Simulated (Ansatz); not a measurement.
# 2H-WS2 bilayer (AA) in a perpendicular field, part 2 of 3

Aim: how the 2H-WS2 bilayer (AA) screens a field along its normal, and what the field does to its bands. A positive field points along +c.

Ansatz 0.2.0; plane-wave DFT, r2SCAN-D4, Ansatz PAW (set soft_1); PAW set soft_1 (the session's first sound run).

So far. Step 2 (Relaxation): The lattice constant a goes from 3.180 to 3.172 Å.

**3. Single point, field 0**

A sawtooth potential applies the field, turning back in the middle of the vacuum. With the dipole correction the typed value is the field outside the slab. The induced dipole is small, so the SCF threshold is tight.

The cell differs from the one that the last finished run ended in (c 50.951 → 27.983 Å).

The input, input.yaml:

```yaml
crystal:
  lattice:
    - [3.1718226483, 0.0, 0.0]
    - [-1.5859113242, 2.7468789897, 0.0]
    - [0.0, 0.0, 27.9827333502]
  atoms:
    - { symbol: S, position: [0.3333333333, 0.6666666667, 0.3216269078] }
    - { symbol: W, position: [0.0, 0.0, 0.3774271649] }
    - { symbol: S, position: [0.3333333333, 0.6666666667, 0.4332098446] }
    - { symbol: S, position: [0.3333333333, 0.6666666667, 0.5667901554] }
    - { symbol: W, position: [0.0, 0.0, 0.6225728351] }
    - { symbol: S, position: [0.3333333333, 0.6666666667, 0.6783730922] }
kpoints:
  mp_grid: { grid: [18, 18, 1] }
  band_path:
    path: [[0, 0, 0], [0.5, 0, 0], [0.33333333, 0.33333333, 0], [0, 0, 0]]
    npoints: 16
hamiltonian:
  xc: r2scan
  dispersion: d4
  pseudopotentials: { kind: paw, azcp: { folder: soft_1 } }
scf:
  occupations: { method: fermi_dirac, width: 0.02585 }
  convergence: { dr2_threshold: 1.0e-10 }
efield:
  axis: 3
  dipole_correction: true
  ramp_position: 0.97
  ramp_width: 0.06
  amplitude: 0
output:
  dos: { projected: true, e_range: [-6, 5] }
  bader: true
  write_potential: true
  write_density: true
  volumetric_format: npy
  elf: true
```

Started as:

```sh
> ansatz run input.yaml --threads 4 --pin off --max-ram 6144MiB --backend cpu --events-out ev --progress --plain --runs-dir out
```

Numbers of over 12 decimals in the logs are rounded to 6 here.

Output:

```text
[...]
Crystal: 6 atoms, lattice volume = 243.803 Å³
Basis set: ecut = 500 eV, 6145 PW (Γ), exchange–correlation on 96×96×864 points (64 copies of the dense FFT grid, shifted against one another)
Bands: 32, of which v1, the nominal top of the filled ones, is band 26 counted from 1 (25 counted from 0)
Symmetry: 6 space group operations
k-points: 37 of 324 (time reversal used)
[...]
SCF iter   1: F=—  HF=-24426.074575 eV  |F-HF|=—  |Δ(HF+E_count)|=         —  Δρ=3.02e-2  dr2=2.32e0  dr2_τ=1.81e-1  ethr=3.10e-3  p=0.000 e·Å  D=1.36e-13 V/Å  ΔV_dip=-0.00 eV  dr2_dipole=3.12e-7  V_vac-E_F(+/−)=5.80/5.80 eV  ⟨swp⟩=10.5  Hψ=7151  notcnv=0
efield: sawtooth ramp at fractional position 0.9700 (set: `efield.ramp_position`, or a place that a band, a saddle search or an elastic batch's reference lends), width 0.0600; the density the first Hamiltonian is built on has a dipole p = 0.000 e·Å; the dipole correction subtracts the counter field D = 1.36e-13 V/Å, which shifts the + side's vacuum level by -0.00 eV against the − side's; the planar-averaged density in the ramp window peaks in size at 1.9e-6 e/Å³
[...]
SCF iter   2: F=—  HF=-24425.892870 eV  |F-HF|=—  |Δ(HF+E_count)|=   1.82e-1  Δρ=1.45e-2  dr2=5.76e-1  dr2_τ=5.97e-2  ethr=3.10e-3  p=-0.000 e·Å  D=-1.02e-4 V/Å  ΔV_dip=0.00 eV  dr2_dipole=4.15e-7  V_vac-E_F(+/−)=5.66/5.65 eV  ⟨swp⟩=2.9  Hψ=2322  notcnv=0  defer=58
[...]
SCF iter  14: F=-24425.878609 eV  HF=-24425.878609 eV  |F-HF|=0.00e0  |Δ(HF+E_count)|=  6.91e-11  Δρ=9.28e-8  dr2=4.59e-11  dr2_τ=9.54e-13  ethr=1.00e-12  p=0.000 e·Å  D=1.41e-7 V/Å  ΔV_dip=-0.00 eV  dr2_dipole=1.56e-12  V_vac-E_F(+/−)=4.84/4.84 eV  ⟨swp⟩=10.9  Hψ=4482  notcnv=0
SCF 1 converged in 14 iterations: F = -24425.878609 eV  dr2 = 4.59e-11
[...]
NSCF: frozen V_eff on 49 k-points
efield: sawtooth ramp at fractional position 0.9700 (kept from the solve that this one continues, or follows in the run), width 0.0600; the density the first Hamiltonian is built on has a dipole p = 0.000 e·Å; the dipole correction subtracts the counter field D = 1.41e-7 V/Å, which shifts the + side's vacuum level by -0.00 eV against the − side's; the planar-averaged density in the ramp window peaks in size at 2.0e-6 e/Å³
[...]
SCF converged after 14 iterations
Free energy (F): -24425.878609 eV
[...]
Internal energy: -24425.878609 eV  (E = F + TS)
E sigma→0 (E₀):  -24425.878609 eV
Fermi energy:    2.496325 eV
Dipole field:    D = -0.000001 V/Å  (p = -0.000002 e·Å, saw-weighted, corrected)
Work function:   Φ+ = 4.8379 eV   Φ− = 4.8379 eV
Levels:          The Fermi level and band energies are counted from a zero that moves with the ramp; work functions are not
[...]
--- Band table (eV; the first three rows and the last of 37) ---
  k-point 0: bands = [... 22 lower, -0.3353, -0.3353, 1.2330, 1.6420, 4.5141, 4.5141, 4.5364, 4.5364, ... 2 higher]
  k-point 1: bands = [... 22 lower, -0.2693, -0.0917, 1.2168, 1.6006, 4.4562, 4.4928, 4.5193, 4.5934, ... 2 higher]
  k-point 2: bands = [... 22 lower, -0.1967, 0.0819, 1.1450, 1.4561, 4.1660, 4.3293, 4.4059, 4.4790, ... 2 higher]
  k-point 36: bands = [... 22 lower, -1.2417, -0.9519, 1.3847, 1.4170, 3.3658, 3.3662, 4.8641, 5.1293, ... 2 higher]
--- Bader charges: 6 sites ---
  site symbol  charge [e]  shift [e]
     0      S     -0.7311     0.0061
     1      W      1.4624     0.0121
     2      S     -0.7313     0.0061
     3      S     -0.7313     0.0061
     4      W      1.4624     0.0121
     5      S     -0.7311     0.0061
  estimated error of the sums over rays = 3.8e-4 e
```

Wall time 45 s (4 threads of Arm Neoverse V1, shared host); peak memory 1.1 GiB.

In the SCF lines HF is the Harris–Foulkes energy and dr2 the Hartree energy of the density residual, in eV; the loop may stop once dr2 is under the threshold and the program's other checks hold. Hψ counts applications of the Hamiltonian.

Numbers from this step:

```
gap on the k-mesh                  : 1.724 eV
dipole along the normal            : -1.86e-6 e·Å
gap along the path                 : 1.724 eV
smallest direct gap along the path : 1.949 eV
ionisation energy, upper face      : 5.692 eV
electron affinity, upper face      : 3.968 eV
gap, the smaller of path and mesh  : 1.724 eV
```

Running mean over a fixed 2.7 Å (it still follows the layers) of the planar mean; the ramp of the sawtooth is left out. Electron's electrostatic potential energy less the Fermi level against z:

```tsv
z (Å)	electron's electrostatic potential energy less the Fermi level (eV)
4	4.84
5	4.84
6	4.81
7	4.04
8	-0.653
9	-6.20
10	-11.2
11	-11.2
12	-7.08
13	-1.32
14	2.44
15	-1.41
16	-7.21
17	-11.2
18	-11.2
19	-6.08
20	-0.563
21	4.08
22	4.81
23	4.84
24	4.84
```

The density of states has structure finer than the step of the table below, so its rows give means over 0.2 eV, whole bins alone (the curve runs from -6 to 1.69 eV). Peaks (eV: height): -5.94: 9.86, -5.78: 11.3, -5.64: 15.8, -4.70: 14.3, -3.79: 5.34, -3.49: 14.3, -1.97: 7.95.

Table of density of states by energy, zero at the Fermi level of the run, which the smearing sets inside the gap; means over each step:

```tsv
energy (eV)	density of states (states/eV a cell)
-5.8	6.53
-5.6	9.14
-5.4	3.31
-5.2	1.79
-5.0	2.66
-4.8	7.96
-4.6	7.73
-4.4	3.49
-4.2	2.96
-4.0	3.10
-3.8	3.90
-3.6	3.91
-3.4	8.31
-3.2	6.06
-3.0	5.34
-2.8	4.90
-2.6	3.72
-2.4	2.34
-2.2	2.55
-2.0	5.96
-1.8	4.20
-1.6	2.97
-1.4	2.30
-1.2	1.19
-1.0	0.450
-0.8	0.0838
-0.6	0
-0.4	0
-0.2	0
0.0	0
0.2	0
0.4	0
0.6	0
0.8	0.0143
1.0	1.13
1.2	3.25
1.4	5.15
```

Projected DOS per atom over height of the atomic layer and energy from the Fermi level. Layers: S W S S W S from below.

Ten even steps from '0' (0.00 states/eV) to '9' (1.92 states/eV), each cell a mean:
```
292292
151151
000000
000000
000000
000000
000000
000000
020020
151151
292292
221122
414414
525525
646646
333333
232232
333333
766667
111111
555555
545545
```
Columns: height of the atomic layer (Å) from 9 to 19.0 (not evenly spaced); rows upwards: energy from the Fermi level (eV) from -5.96 to 1.69.

The electronic bands at the labelled points (eV, zero at the Fermi level of the run, which the smearing sets inside the gap):

```tsv
point	band 23	band 24	band 25	band 26	band 27	band 28	band 29	band 30
Γ	-2.83	-2.83	-1.26	-0.85	2.02	2.02	2.04	2.04
halfway	-3.00	-2.67	-2.01	-1.90	1.27	1.61	1.64	1.67
M	-2.49	-2.47	-2.12	-1.98	1.97	1.97	2.37	2.46
halfway	-3.49	-3.21	-1.59	-1.52	1.60	1.63	2.66	2.80
K	-3.74	-3.45	-1.11	-1.08	0.87	0.87	2.37	2.63
halfway	-2.68	-2.41	-2.01	-1.94	1.00	1.25	1.85	1.99
Γ	-2.83	-2.83	-1.26	-0.85	2.02	2.02	2.04	2.04
```

Valence density in the ca plane at fractional y = 0.667, with atoms of S within 0.2 Å of it. It is the smooth field of the valence electrons, not physical close to the nuclei.

Ten even steps from '0' (0.0 e/Å³) to '9' (1.1 e/Å³), each cell a mean:
```
00000000000000000001122477422110000000112247
00000000000000000001122477422110000000112247
00000000000000000013444344344421000001344434
00000000000000000147997422479974100014899642
00000000000000000279579422597597200038958842
00000000000000000289479422596597200038947842
00000000000000000158997422489984100025999742
00000000000000000013554444445531000002455444
```
Columns run along c (16.0 Å, from fractional 0.06 to 0.64 of the cell), rows up along a (3.2 Å). Atoms in or near the plane, at fractional coordinates: S at (0.32, 0.33), S at (0.43, 0.33), S at (0.57, 0.33).

ELF in the ca plane at fractional y = 0.667, with atoms of S within 0.2 Å of it. It is the smooth field of the valence electrons, not physical close to the nuclei.

Ten even steps from '0' (0.00) to '9' (0.94), each cell a mean:
```
00000000000000000012332233123321000001233223
00000000000000000011221133112211000001222123
00000000000000013567775222257776400146777522
00000000000000147898788522588799820489878742
00000000000001368996127522662179930599513752
00000000000001368996027522661179930599502752
00000000000000257998678522587789820489867852
00000000000000013678886322368887500157887522
```
Columns run along c (16.0 Å, from fractional 0.06 to 0.64 of the cell), rows up along a (3.2 Å). Atoms in or near the plane, at fractional coordinates: S at (0.32, 0.33), S at (0.43, 0.33), S at (0.57, 0.33).

Electrostatic potential energy in the ca plane at fractional y = 0.667, with atoms of S within 0.2 Å of it. With pseudopotentials it is smooth inside the atoms' cores, unlike the true potential.

Ten even steps from '0' (-39 eV) to '9' (7 eV), each cell a mean:
```
99999999999999999999988644688999999999998764
99999999999999999999988644688999999999998764
99999999999999999998778766787789999999878876
99999999999999999973126888862148999997313688
99999999999999999850003788720005999984000378
99999999999999999840102788710105999984010378
99999999999999999972015888751037999997202688
99999999999999999998778766777789999999777776
```
Columns run along c (16.0 Å, from fractional 0.06 to 0.64 of the cell; values clipped at the 3rd and 97th percentile), rows up along a (3.2 Å). Atoms in or near the plane, at fractional coordinates: S at (0.32, 0.33), S at (0.43, 0.33), S at (0.57, 0.33).

The gap is 1.72 eV, with the valence edge 5.69 eV and the conduction edge 3.97 eV under the upper vacuum level. Spin-orbit coupling, left out in this run, matters for the bands of elements this heavy.

**4. Single point, field 0.03 V/Å**

Changes to input.yaml since step 3:

```diff
@@ -29,6 +29,4 @@
   ramp_width: 0.06
-  amplitude: 0
+  amplitude: 0.03
 output:
-  dos: { projected: true, e_range: [-6, 5] }
-  bader: true
   write_potential: true
@@ -36,2 +34 @@
   volumetric_format: npy
-  elf: true
```

Output:

```text
[...]
Crystal: 6 atoms, lattice volume = 243.803 Å³
Basis set: ecut = 500 eV, 6145 PW (Γ), exchange–correlation on 96×96×864 points (64 copies of the dense FFT grid, shifted against one another)
Bands: 32, of which v1, the nominal top of the filled ones, is band 26 counted from 1 (25 counted from 0)
Symmetry: 6 space group operations
k-points: 37 of 324 (time reversal used)
[...]
k-point 0: bands = [... 22 lower, -0.3119, -0.3119, 1.2314, 1.6437, 4.4967, 4.4967, 4.5534, 4.5534, ... 2 higher]
  k-point 1: bands = [... 22 lower, -0.2727, -0.0882, 1.2151, 1.6023, 4.4452, 4.4896, 4.5263, 4.5904, ... 2 higher]
  k-point 2: bands = [... 22 lower, -0.1990, 0.0841, 1.1429, 1.4582, 4.1625, 4.3282, 4.4048, 4.4644, ... 2 higher]
  k-point 36: bands = [... 22 lower, -1.2441, -0.9495, 1.3698, 1.4319, 3.3394, 3.3925, 4.8615, 5.1319, ... 2 higher]
[key lines of the parts left out:]
SCF converged after 15 iterations
Free energy (F): -24425.878828 eV
Fermi energy:    2.491344 eV
Dipole field:    D = 0.010860 V/Å  (p = 0.014632 e·Å, saw-weighted, corrected)
```

It took 34 s on 4 threads; peak memory 1.1 GiB; 2.3 min of CPU time.

The dipole is 0.0146 e·Å, and the gap 1.696 eV.

**5. Single point, field -0.03 V/Å**

Changes to input.yaml since step 4:

```diff
@@ -29,3 +29,3 @@
   ramp_width: 0.06
-  amplitude: 0.03
+  amplitude: -0.03
 output:
```

Output:

```text
[...]
Crystal: 6 atoms, lattice volume = 243.803 Å³
Basis set: ecut = 500 eV, 6145 PW (Γ), exchange–correlation on 96×96×864 points (64 copies of the dense FFT grid, shifted against one another)
Bands: 32, of which v1, the nominal top of the filled ones, is band 26 counted from 1 (25 counted from 0)
Symmetry: 6 space group operations
k-points: 37 of 324 (time reversal used)
[...]
k-point 0: bands = [... 22 lower, -0.3119, -0.3119, 1.2314, 1.6437, 4.4967, 4.4967, 4.5534, 4.5534, ... 2 higher]
  k-point 1: bands = [... 22 lower, -0.2727, -0.0882, 1.2151, 1.6023, 4.4452, 4.4896, 4.5263, 4.5904, ... 2 higher]
  k-point 2: bands = [... 22 lower, -0.1990, 0.0841, 1.1429, 1.4582, 4.1625, 4.3282, 4.4048, 4.4644, ... 2 higher]
  k-point 36: bands = [... 22 lower, -1.2441, -0.9495, 1.3698, 1.4319, 3.3394, 3.3925, 4.8615, 5.1319, ... 2 higher]
[key lines of the parts left out:]
SCF converged after 15 iterations
Free energy (F): -24425.878828 eV
Fermi energy:    2.491344 eV
Dipole field:    D = -0.010861 V/Å  (p = -0.014633 e·Å, saw-weighted, corrected)
```

Wall time 34 s (4 threads); peak memory 1.1 GiB; 2.2 min of CPU time.

The dipole is -0.0146 e·Å, and the gap 1.696 eV.

**6. Single point, field 0.15 V/Å**

Changes to input.yaml since step 5:

```diff
@@ -27,5 +27,5 @@
   dipole_correction: true
-  ramp_position: 0.97
-  ramp_width: 0.06
-  amplitude: -0.03
+  ramp_position: 0.9553
+  ramp_width: 0.0893
+  amplitude: 0.15
 output:
```

Output:

```text
[...]
Crystal: 6 atoms, lattice volume = 243.803 Å³
Basis set: ecut = 500 eV, 6145 PW (Γ), exchange–correlation on 96×96×864 points (64 copies of the dense FFT grid, shifted against one another)
Bands: 32, of which v1, the nominal top of the filled ones, is band 26 counted from 1 (25 counted from 0)
Symmetry: 6 space group operations
k-points: 37 of 324 (time reversal used)
[...]
k-point 0: bands = [... 22 lower, -0.2065, -0.2065, 1.1957, 1.6796, 4.3920, 4.3920, 4.5423, 4.5423, ... 2 higher]
  k-point 1: bands = [... 22 lower, -0.2928, -0.0270, 1.1780, 1.6400, 4.3458, 4.4066, 4.4876, 4.5000, ... 2 higher]
  k-point 2: bands = [... 22 lower, -0.2467, 0.1295, 1.1001, 1.5022, 4.0976, 4.2736, 4.3615, 4.4421, ... 2 higher]
  k-point 36: bands = [... 22 lower, -1.2920, -0.9014, 1.2668, 1.5338, 3.2329, 3.4980, 4.8088, 5.1832, ... 2 higher]
[key lines of the parts left out:]
SCF converged after 15 iterations
Free energy (F): -24425.884097 eV
Fermi energy:    2.458273 eV
Dipole field:    D = 0.054310 V/Å  (p = 0.073174 e·Å, saw-weighted, corrected)
```

Run time: 34 s. Hardware: 4 threads; peak memory 1.1 GiB; 2.2 min of CPU time.

The dipole is 0.0732 e·Å, and the gap 1.553 eV.

**7. Single point, field 0.25 V/Å**

Changes to input.yaml since step 6:

```diff
@@ -29,3 +29,3 @@
   ramp_width: 0.0893
-  amplitude: 0.15
+  amplitude: 0.25
 output:
```

Output:

```text
[...]
Crystal: 6 atoms, lattice volume = 243.803 Å³
Basis set: ecut = 500 eV, 6145 PW (Γ), exchange–correlation on 96×96×864 points (64 copies of the dense FFT grid, shifted against one another)
Bands: 32, of which v1, the nominal top of the filled ones, is band 26 counted from 1 (25 counted from 0)
Symmetry: 6 space group operations
k-points: 37 of 324 (time reversal used)
[...]
k-point 0: bands = [... 22 lower, -0.1195, -0.1195, 1.1410, 1.7345, 4.3022, 4.3022, 4.4551, 4.4551, ... 2 higher]
  k-point 1: bands = [... 22 lower, -0.2058, 0.0454, 1.1221, 1.6967, 4.2552, 4.3224, 4.3929, 4.4172, ... 2 higher]
  k-point 2: bands = [... 22 lower, -0.3128, 0.1907, 1.0397, 1.5649, 4.0176, 4.1948, 4.2724, 4.5130, ... 2 higher]
  k-point 36: bands = [... 22 lower, -1.3582, -0.8351, 1.1780, 1.6203, 3.1437, 3.5849, 4.7377, 5.2515, ... 2 higher]
[key lines of the parts left out:]
SCF converged after 16 iterations
Free energy (F): -24425.893855 eV
Fermi energy:    2.441784 eV
Dipole field:    D = 0.090544 V/Å  (p = 0.121993 e·Å, saw-weighted, corrected)
```

Run time: 37 s. Hardware: 4 threads; peak memory 1.1 GiB.

The dipole is 0.122 e·Å, and the gap 1.409 eV.

**8. Atoms held, field -0.25 V/Å**

Changes to input.yaml since step 7:

```diff
@@ -29,4 +29,6 @@
   ramp_width: 0.0893
-  amplitude: 0.25
+  amplitude: -0.25
 output:
+  dos: { projected: true, e_range: [-6, 5] }
+  bader: true
   write_potential: true
@@ -34 +36,2 @@
   volumetric_format: npy
+  elf: true
```

Output:

```text
[...]
Crystal: 6 atoms, lattice volume = 243.803 Å³
Basis set: ecut = 500 eV, 6145 PW (Γ), exchange–correlation on 96×96×864 points (64 copies of the dense FFT grid, shifted against one another)
Bands: 32, of which v1, the nominal top of the filled ones, is band 26 counted from 1 (25 counted from 0)
Symmetry: 6 space group operations
k-points: 37 of 324 (time reversal used)
[...]
k-point 36: bands = [... 22 lower, -1.3587, -0.8356, 1.1775, 1.6199, 3.1432, 3.5845, 4.7372, 5.2511, ... 2 higher]
--- Bader charges: 6 sites ---
  site symbol  charge [e]  shift [e]
     0      S     -0.7200     0.0061
     1      W      1.4624     0.0121
     2      S     -0.7403     0.0060
     3      S     -0.7223     0.0061
     4      W      1.4623     0.0121
     5      S     -0.7421     0.0060
  estimated error of the sums over rays = 3.7e-4 e
[key lines of the parts left out:]
SCF converged after 16 iterations
Free energy (F): -24425.893855 eV
Fermi energy:    2.441336 eV
Dipole field:    D = -0.090543 V/Å  (p = -0.121992 e·Å, saw-weighted, corrected)
```

It took 49 s on 4 threads; peak memory 1.1 GiB.

The dipole is -0.122 e·Å, and the gap 1.409 eV.

**9. Response, atoms held**

This step: plane-wave DFT, r2SCAN-D4, Ansatz PAW (set soft_1); response to a field along the normal, atoms held; PAW set soft_1 (Ansatz 0.2.0).

The dipoles give the slope, and the difference of two potentials shows where the field is screened.

Numbers from this step:

| Quantity | Value |
| --- | --- |
| equivalent conductor thickness p/(ε₀AE) | 10.13 Å |
| distance between the outer atoms | 9.983 Å |

Table of dipole of the cell by applied field:

```tsv
applied field (V/Å)	dipole of the cell (e·Å)
-0.250	-0.122
-0.030	-0.0146
0.000	-1.9e-6
0.030	0.0146
0.150	0.0732
0.250	0.122
```

Local field over the applied field, running mean. From the potentials at -0.03 and 0.03 V/Å; running mean over 2.5 Å. Table of local field over applied field by z:

```tsv
z (Å)	local field over applied field
4.5	0.999
5.0	0.997
5.5	0.992
6.0	0.974
6.5	0.928
7.0	0.827
7.5	0.675
8.0	0.502
8.5	0.324
9.0	0.181
9.5	0.0968
10.0	0.0614
10.5	0.0446
11.0	0.0553
11.5	0.0812
12.0	0.145
12.5	0.265
13.0	0.410
13.5	0.522
14.0	0.565
14.5	0.520
15.0	0.405
15.5	0.260
16.0	0.142
16.5	0.0800
17.0	0.0546
17.5	0.0448
18.0	0.0622
18.5	0.0985
19.0	0.185
19.5	0.330
20.0	0.508
20.5	0.680
21.0	0.832
21.5	0.930
22.0	0.975
22.5	0.992
23.0	0.998
23.5	0.999
```

Electrons, planar mean, per unit field. Induced electron density against z:

z (Å), induced electron density (e/Å³ per V/Å) and a bar from the least value:
```
      4.5    0.00000 ###############
      5.0    0.00001 ###############
      5.5    0.00003 ###############
      6.0    0.00011 ###############
      6.5    0.00034 ################
      7.0    0.00098 ###################
      7.5    0.00232 #########################
      8.0    0.00360 ##############################
      8.5    0.00199 #######################
      9.0    0.00110 ####################
      9.5    0.00038 #################
     10.0   -0.00061 ############
     10.5   -0.00002 ###############
     11.0    0.00050 #################
     11.5   -0.00003 ###############
     12.0   -0.00104 ###########
     12.5   -0.00133 #########
     13.0   -0.00334 #
     13.5   -0.00215 ######
     14.0    0.00004 ###############
     14.5    0.00222 ########################
     15.0    0.00333 #############################
     15.5    0.00126 ####################
     16.0    0.00105 ###################
     16.5   -0.00003 ###############
     17.0   -0.00049 #############
     17.5    0.00005 ###############
     18.0    0.00063 ##################
     18.5   -0.00045 #############
     19.0   -0.00108 ##########
     19.5   -0.00208 ######
     20.0   -0.00358 
     20.5   -0.00227 #####
     21.0   -0.00095 ###########
     21.5   -0.00033 ##############
     22.0   -0.00011 ###############
     22.5   -0.00003 ###############
     23.0   -0.00001 ###############
     23.5    0.00000 ###############
```

The smaller of the gaps on the path and on the k-mesh, counted as 0 under 0.03 eV. Gap against applied field:

```tsv
applied field (V/Å)	gap (eV)
-0.250	1.41
-0.030	1.70
0.000	1.72
0.030	1.70
0.150	1.55
0.250	1.41
```

By hand: between -0.03 and 0.03 V/Å the dipole changes by 0.02927 e·Å, a slope of 0.4878 e·Å²/V. A perfect conductor of thickness t has p = ε₀AEt, so t = 180.95 × 0.4878 / 8.713 = 10.13 Å (e/ε₀ = 180.95 V·Å, A in Å²).

The induced dipole is that of a conductor 10.13 Å thick.

[end of part 2 of 3]

[Logs are printed without paths, hosts, clocks, repeated set-up lines and the standing remarks that a program may print on its own settings, such as how far it seeks lower states.]

[Hosts, paths, dates, database ids (printed as entryN), source tags and the programs' standing remarks are cut or masked in the printed files.]

[Maps of the electrostatic potential energy from Ansatz leave out the sawtooth potential of an applied field or a dipole correction, so their vacuum need not be flat; planar profiles and work functions include it.]

[The density of states shown here was stored with 400 of the rows of the run's finer table, so its peaks can read low, often by over a quarter, or be missed, and its means over a window can be off by a tenth or more.]
